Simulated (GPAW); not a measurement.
# Ballistic transport through a Ag chain with two Au atoms in line, cheap and dear, part 2 of 2

How well does a Ag chain with two Au atoms in line conduct at low bias, and how far do basis and functional move the answer?

GPAW 26.7.0; GPAW LCAO, PAW setups; Landauer transmission from Green's functions with principal layers (ASE), zero bias.

So far, transmission at the Fermi level (one spin): step 2 (GPAW, dzp, PBE, GPAW) 0.954; step 3 (basis szp(dzp), PBE, GPAW) 0.948; step 4 (basis sz(dzp), PBE, GPAW) 0.954; step 5 (RPBE) 0.954.

### 8. Smearing 0.2, mixing 0.15, mixing history 5

Smearing helps the SCF of a metal converge, but it blurs occupations at band edges near the Fermi level. Mixing changes the road to self-consistency, not its end. The mixing history changes the road to self-consistency, not its end. The SCF mesh sets the Fermi level of the repeated cell.

This step: GPAW LCAO, PAW setups; Landauer transmission from Green's functions with principal layers (ASE), zero bias (GPAW 26.7.0).

run.py

```python
import json
import numpy as np
from ase import Atoms
from ase.transport.calculators import TransportCalculator
from gpaw import GPAW, FermiDirac
from gpaw.lcao.tools import get_lcao_hamiltonian
from scipy.linalg import eigh

# The junction with lead layers at both ends, along the third cell vector
device = Atoms(
    ['Ag', 'Ag', 'Ag', 'Ag', 'Ag', 'Ag', 'Au', 'Au', 'Ag', 'Ag', 'Ag', 'Ag', 'Ag', 'Ag'],
    positions=[
        [4.50000, 4.50000, 1.33000],
        [4.50000, 4.50000, 3.99000],
        [4.50000, 4.50000, 6.65000],
        [4.50000, 4.50000, 9.31000],
        [4.50000, 4.50000, 11.97000],
        [4.50000, 4.50000, 14.63000],
        [4.50000, 4.50000, 17.20510],
        [4.50000, 4.50000, 19.80510],
        [4.50000, 4.50000, 22.38020],
        [4.50000, 4.50000, 25.04020],
        [4.50000, 4.50000, 27.70020],
        [4.50000, 4.50000, 30.36020],
        [4.50000, 4.50000, 33.02020],
        [4.50000, 4.50000, 35.68020]],
    cell=[[9.0, 0.0, 0.0], [0.0, 9.0, 0.0], [0.0, 0.0, 37.0102]],
    pbc=True)

# One principal layer of the lead: the first 4 atoms of the device
lead = Atoms(
    ['Ag', 'Ag', 'Ag', 'Ag'],
    positions=[
        [4.50000, 4.50000, 1.33000],
        [4.50000, 4.50000, 3.99000],
        [4.50000, 4.50000, 6.65000],
        [4.50000, 4.50000, 9.31000]],
    cell=[[9.0, 0.0, 0.0], [0.0, 9.0, 0.0], [0.0, 0.0, 10.64]],
    pbc=True)

settings = dict(mode='lcao', basis='dzp', xc='PBE', h=0.2,
                occupations=FermiDirac(0.2), maxiter=250,
                mixer=dict(beta=0.15, nmaxold=5, weight=100.0),
                convergence=dict(density=0.0001))
energies = np.arange(-2, 2 + 1e-9, 0.05)
eta = 0.0001
n1, n2 = 1, 1
# k and -k transmit alike, so half of the mesh across the current serves
mesh = [(i, j) for i in range(n1) for j in range(n2) if (i, j) <= (-i % n1, -j % n2)]
weights = np.array([1 if (i, j) == (-i % n1, -j % n2) else 2 for i, j in mesh]) / (n1 * n2)

# [... helper functions left out ...]
fermi_lead = ground_state(lead, (1, 1, 11), 'lead.txt')
fermi_device = ground_state(device, (1, 1, 1), 'device.txt')
# [... loop over the mesh left out, but for ...]
        # Shift the lead onto the potential of the device's first layer
        shift = ((H[:, 0, 0] - H0[:, 0, 0]) / S0[0, 0]).real.mean()
# [...]
kT = 8.617333e-5 * 200
bias = [0.1, 0.2, 0.5, 1.0, 1.5, 2.0]
# [... integrals and printing left out ...]
```

Launch:

```sh
$ OMP_NUM_THREADS=1 OPENBLAS_NUM_THREADS=1 python run.py
```

Output:

```text
basis functions: device 354, principal layer 108
Fermi level: lead -3.7464 eV, device -3.8656 eV; lead shifted by -0.0116 eV
largest coupling past the next layer 3.55e-05 eV, largest misfit of the first layer 0.032 eV
  E-E_F (eV)   T (one spin)  [channel counts left out]
    -2.000    2.0201e+00
    -1.950    1.9224e+00
    -1.900    1.7583e+00
    -1.850    1.3883e+00
    -1.800    9.9410e-01
    -1.750    9.9464e-01
    -1.700    9.9291e-01
    -1.650    1.6095e-01
    -1.600    9.2666e-10
    -1.550    2.2115e-11
    -1.500    9.7324e-12
    -1.450    6.8012e-12
    -1.400    4.5262e-12
    -1.350    5.1046e-12
    -1.300    2.2831e-11
    -1.250    1.8841e-10
[...]
1.650    8.5990e-01
     1.700    8.6128e-01
     1.750    8.6247e-01
     1.800    8.6371e-01
     1.850    8.6487e-01
     1.900    8.6595e-01
     1.950    8.6695e-01
     2.000    8.6785e-01
conductance at 200 K: 0.91295 G0 a cell; thermopower 0.8074 uV/K
current from the zero-bias T(E) at 0.1 V: 7.074 uA
current from the zero-bias T(E) at 0.2 V: 14.151 uA
current from the zero-bias T(E) at 0.5 V: 35.432 uA
current from the zero-bias T(E) at 1.0 V: 71.212 uA
current from the zero-bias T(E) at 1.5 V: 103.9 uA
current from the zero-bias T(E) at 2.0 V: 128.96 uA
```

Wall time 66 s (1 thread of Arm Neoverse V2, shared host); peak memory 1.3 GiB.

The run finished with changed settings (width = 0.2, beta = 0.15, nmaxold = 5 and scf_mesh = [1, 1, 1]); it serves as a test.

Side by side:

```csv
quantity,this run,sound run,difference
conductance (G₀),0.91295,0.95380,-0.0408
largest coupling past the next principal layer (eV),3.555e-5,3.555e-5,-6.2e-9
largest misfit of the first principal layer (eV),0.032335,0.037281,-0.00495
shift that aligns the lead (eV),-0.011585,0.0055766,-0.0172
transmission at the Fermi level (one spin),0.91285,0.95388,-0.0410
```

### 9. Grid spacing 0.22, potential alignment off: h = 0.22 and align = false

The real-space grid carries density and potential; a coarse one breaks translation symmetry along the lead and scatters electrons that should pass. Without the shift, lead and junction are matched by their Fermi levels alone.

Edit run.py of step 8 so:

```diff
@@ -40,5 +40,5 @@
 
-settings = dict(mode='lcao', basis='dzp', xc='PBE', h=0.2,
-                occupations=FermiDirac(0.2), maxiter=250,
-                mixer=dict(beta=0.15, nmaxold=5, weight=100.0),
+settings = dict(mode='lcao', basis='dzp', xc='PBE', h=0.22,
+                occupations=FermiDirac(0.1), maxiter=250,
+                mixer=dict(beta=0.1, nmaxold=8, weight=100.0),
                 convergence=dict(density=0.0001))
@@ -53,6 +53,6 @@
 fermi_lead = ground_state(lead, (1, 1, 11), 'lead.txt')
-fermi_device = ground_state(device, (1, 1, 1), 'device.txt')
+fermi_device = ground_state(device, (1, 1, 2), 'device.txt')
 # [... loop over the mesh left out, but for ...]
-        # Shift the lead onto the potential of the device's first layer
-        shift = ((H[:, 0, 0] - H0[:, 0, 0]) / S0[0, 0]).real.mean()
+        # Lead and device are aligned by their Fermi levels alone
+        shift = 0.0
 # [...]
```

Output:

```text
basis functions: device 354, principal layer 108
Fermi level: lead -3.7852 eV, device -3.9396 eV; lead shifted by 0.0000 eV
largest coupling past the next layer 3.56e-05 eV, largest misfit of the first layer 0.043 eV
  E-E_F (eV)   T (one spin)  [channel counts left out]
    -2.000    1.8729e+00
    -1.950    1.7743e+00
    -1.900    1.6564e+00
    -1.850    1.5252e+00
    -1.800    1.3003e+00
    -1.750    9.3533e-01
    -1.700    9.2927e-01
    -1.650    8.9227e-01
    -1.600    9.6622e-02
    -1.550    7.3007e-09
    -1.500    4.6609e-11
    -1.450    1.0574e-11
    -1.400    8.1455e-12
    -1.350    6.5448e-12
    -1.300    4.8463e-12
    -1.250    3.1973e-12
[...]
1.650    8.5975e-01
     1.700    8.6065e-01
     1.750    8.6158e-01
     1.800    8.6235e-01
     1.850    8.6320e-01
     1.900    8.6401e-01
     1.950    8.6477e-01
     2.000    8.6549e-01
conductance at 200 K: 0.95368 G0 a cell; thermopower 0.9147 uV/K
current from the zero-bias T(E) at 0.1 V: 7.3888 uA
current from the zero-bias T(E) at 0.2 V: 14.776 uA
current from the zero-bias T(E) at 0.5 V: 36.908 uA
current from the zero-bias T(E) at 1.0 V: 72.696 uA
current from the zero-bias T(E) at 1.5 V: 104.83 uA
current from the zero-bias T(E) at 2.0 V: 129.47 uA
```

Elapsed: 61 s, on 1 thread; peak memory 1.1 GiB.

This step gave:

```
conductance                                    : 0.9537 G₀
largest coupling past the next principal layer : 3.56e-5 eV
largest misfit of the first principal layer    : 0.04269 eV
shift that aligns the lead                     : 0 eV
transmission at the Fermi level (one spin)     : 0.9537
```

One spin. Table of transmission, zone mean by energy, zero at the Fermi level:

```csv
energy (eV),"transmission, zone mean"
-2.000,1.87
-1.800,1.30
-1.600,0.0966
-1.400,8.1e-12
-1.200,2.4e-12
-1.000,0.420
-0.800,0.510
-0.600,0.938
-0.400,0.982
-0.300,0.998
-0.200,0.987
0.000,0.954
0.200,0.917
0.400,0.882
0.600,0.859
0.800,0.849
1.000,0.848
1.200,0.851
1.400,0.855
1.600,0.859
1.800,0.862
2.000,0.865
```

Not self-consistent under bias; the bias window is split evenly. Current through one cell, from the zero-bias transmission against bias:

```csv
bias (V),"current through one cell, from the zero-bias transmission (μA)"
0.100,7.39
0.200,14.8
0.500,36.9
1.000,72.7
1.500,105
2.000,129
```

The transmission of the three most open eigenchannels by energy, zero at the Fermi level:

```csv
energy (eV),channel 1,channel 2,channel 3
-2.000,0.955,0.459,0.459
-1.800,0.940,0.180,0.180
-1.600,0.0966,2.0e-11,2.0e-11
-1.400,7.7e-12,0,0
-1.200,1.9e-12,0,0
-1.000,0.420,1.1e-11,4.3e-12
-0.800,0.510,1.7e-11,0
-0.600,0.938,2.4e-11,0
-0.400,0.982,1.3e-11,0
-0.200,0.987,1.5e-11,0
0.000,0.954,1.5e-11,0
0.200,0.917,1.4e-11,0
0.400,0.882,1.4e-11,0
0.600,0.859,1.4e-11,0
0.800,0.849,1.4e-11,0
1.000,0.848,1.3e-11,0
1.200,0.851,1.3e-11,0
1.400,0.855,1.2e-11,0
1.600,0.859,1.2e-11,0
1.800,0.862,1.1e-11,0
2.000,0.865,1.0e-11,0
```

The conductance equals that of the dzp run to 0.2 %.

### 10. Summary of results

```json
{
 "conductance": "0.954 G₀",
 "transmission at the Fermi level, mean of the spins": "0.954",
 "thermopower": "about 0 (under 1.5 μV/K)"
}
```

In words: In the dzp basis the junction conducts 0.954 G₀ at 200 K, with T = 0.954 a spin at the Fermi level; the sz basis reaches that conductance within 10 %. At the Fermi level one eigenchannel carries the current (0.95). Measured against the first run (dzp), the nearest curve is that of szp (r.m.s. 0.11) and the farthest that of sz (0.31). Over the compared runs wall time goes from 40 s (sz) to 75 s (dzp-RPBE), on a shared host. The geometry was built from estimated bond lengths and not relaxed, so the numbers describe this model structure. Spin-orbit coupling is left out, which matters for the heavy atoms here. An evenly spaced straight chain is an idealisation: free chains tend to dimerise, zigzag or, where a band edge lies near the Fermi level, turn magnetic. The currents use the zero-bias T(E) throughout, which holds only while the bias is small against the distance to the nearest feature. The energy step is wider than the thermal energy, so the conductance and thermopower rest on interpolation of T(E).

[Logs are printed without paths, hosts, clocks, repeated set-up lines and the standing remarks that a program may print on its own settings, such as how far it seeks lower states.]

[Hosts, paths, dates, database ids (printed as entryN), source tags and the programs' standing remarks are cut or masked in the printed files.]
